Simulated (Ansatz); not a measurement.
# Elastic response of glassy CaAl2Si2O8 (156 atoms): runs compared

Aim: relax glassy CaAl2Si2O8 (156 atoms), then change its volume to read the bulk modulus from the stress.

Computed with Ansatz 0.2.0: Kohn-Sham DFT, PBE, PAW (set soft_2), plane waves.

### Step 1. The cell as built

The cell holds 156 atoms: 24 Al, 12 Ca, 96 O and 24 Si. Its edges and angles: a = 12.697 Å, b = 12.697 Å, c = 12.697 Å, α = 90.0°, β = 90.0°, γ = 90.0°. 156 atoms (24 Al, 12 Ca, 96 O, 24 Si) placed at random at 2.71 g/cm³, melted at 4500 K for 20 ps at fixed volume with the Morse and Coulomb pair potential with partial charges (Pedone, Malavasi, Menziani, Cormack and Segre, J. Phys. Chem. B 110, 11780 (2006)). Quenched from 4500 K to 300 K at 20 K/ps and fixed volume, held 5 ps. The starting density is a measured one.

Limits known from the start: The quench rate of 20 K/ps is orders of magnitude faster than experiment, which tends to freeze in extra defects. The network of bonds at the start is that of the classical potential that made the cell, and needn't be the one that DFT or experiment would give. The Brillouin zone is sampled at Γ only.

### Step 2. The reference run

The reference is a single point at the end of the relaxation.

Every strained cell starts from the geometry of this run, and its atoms are relaxed with the cell held.

Its input, with most atom lines left out:

```yaml
crystal:
  lattice:
    - [12.45328, 0.02277, -0.03993]
    - [0.02277, 13.15872, 0.12691]
    - [-0.03993, 0.12691, 12.32113]
  atoms:
    - { symbol: Al, position: [0.57299, 0.30193, 0.34901] }
    - { symbol: Al, position: [0.52121, 0.43054, 0.6095] }
    - { symbol: Al, position: [0.29008, 0.43822, 0.49795] }
    - { symbol: Al, position: [0.64153, 0.75193, 0.44803] }
    - { symbol: Al, position: [0.39786, 0.09023, 0.90262] }
    - { symbol: Al, position: [0.52648, 0.43771, 0.17454] }
    - { symbol: Al, position: [0.9578, 0.05388, 0.00428] }
    [... atom lines 8 to 156 left out ...]
kpoints:
  mp_grid: { grid: [1, 1, 1] }
hamiltonian:
  xc: pbe
scf:
  occupations: { method: fermi_dirac, width: 0.05 }
output:
  forces: true
  stress: true
  populations: true
  dos:
    method: { smearing: { sigma: 0.1 } }
    de: 0.1
    projected: { site_lists: { Al: [Al], Ca: [Ca], O: [O], Si: [Si] } }
  eigenvalues: true
  write_density: true
  write_potential: true
  volumetric_format: npy
  elf: true
```

* free energy per atom: -670.7832 eV/atom
* r.m.s. force component: 0.00499 eV/Å
* pressure: 7.86e-5 GPa

Filled and empty levels are parted by 3.67 eV (at Γ alone); a semilocal functional tends to put such gaps too low. In a disordered cell it changes from sample to sample, and tail or defect levels can set it.

### Step 3. The runs

Each row is one run, on 4 threads of Arm Neoverse V1, shared host. The free energy is the program's total, comparable only between runs with the same functional, potentials and atoms.

```csv
run,atoms,outcome,"ionic steps, all passes",free energy (eV),time,host memory (GiB)
Single point at the start,156,converged,-,-104628.042,37 s,3.2
Cell and atoms relaxed,156,converged,27,-104642.184,20 min,3.3
Single point at the relaxed geometry,156,converged,-,-104642.184,72 s,3.2
Volume -3 %,156,converged,8,-104641.739,7.2 min,3.2
Volume +3 %,156,converged,10,-104641.796,9.4 min,3.3
Volume -6 %,156,cut at the time limit,8,-104640.335,7.4 min,3.1
Volume +6 %,156,cut at the time limit,5,-104640.656,5.6 min,3.3
Volume -10 %,156,cut at the time limit,3,-,3.4 min,2.9
```

In some runs the program notes that the SCF threshold is loose for the stress.

### Step 4. Pressure against volume

Atoms are relaxed at each volume, in the scaled cell.

```csv
volume change (%),volume (Å³/atom),energy change (meV/atom),pressure (GPa),largest move on relaxing (Å),bonds,gap (eV)
-3,12.553,2.85,2.43,0.11,273,3.78
+0,12.941,0.00,0.00,-,271,3.67
+3,13.329,2.48,-1.99,0.23,267,3.55
```

### Step 5. Outcome

The bulk modulus, from the slope of pressure against ln V over the three points nearest the relaxed volume, is 73.6 GPa. The count of bonds runs from 267 to 273 over the series, so at some points contacts cross the cutoffs. The gap goes from 3.78 eV at the smallest volume to 3.55 eV at the largest, -3.9 eV per unit of ln V by a straight line, on the run's k-points.

**Limits.** Strains are finite and relaxations stop at the force tolerance of the input, which can leave moduli too stiff; they are those of a static cell at zero temperature. Volumes are changed with the cell's shape held, so in an anisotropic solid the modulus lies over the one under free hydrostatic load. The program notes that the SCF threshold of the relaxations is loose for the stress.

The DFT runs together took 54 min of wall time.

[Logs are printed without paths, hosts, clocks, repeated set-up lines and the standing remarks that a program may print on its own settings, such as how far it seeks lower states.]

[Hosts, paths, dates, database ids (printed as entryN), source tags and the programs' standing remarks are cut or masked in the printed files.]
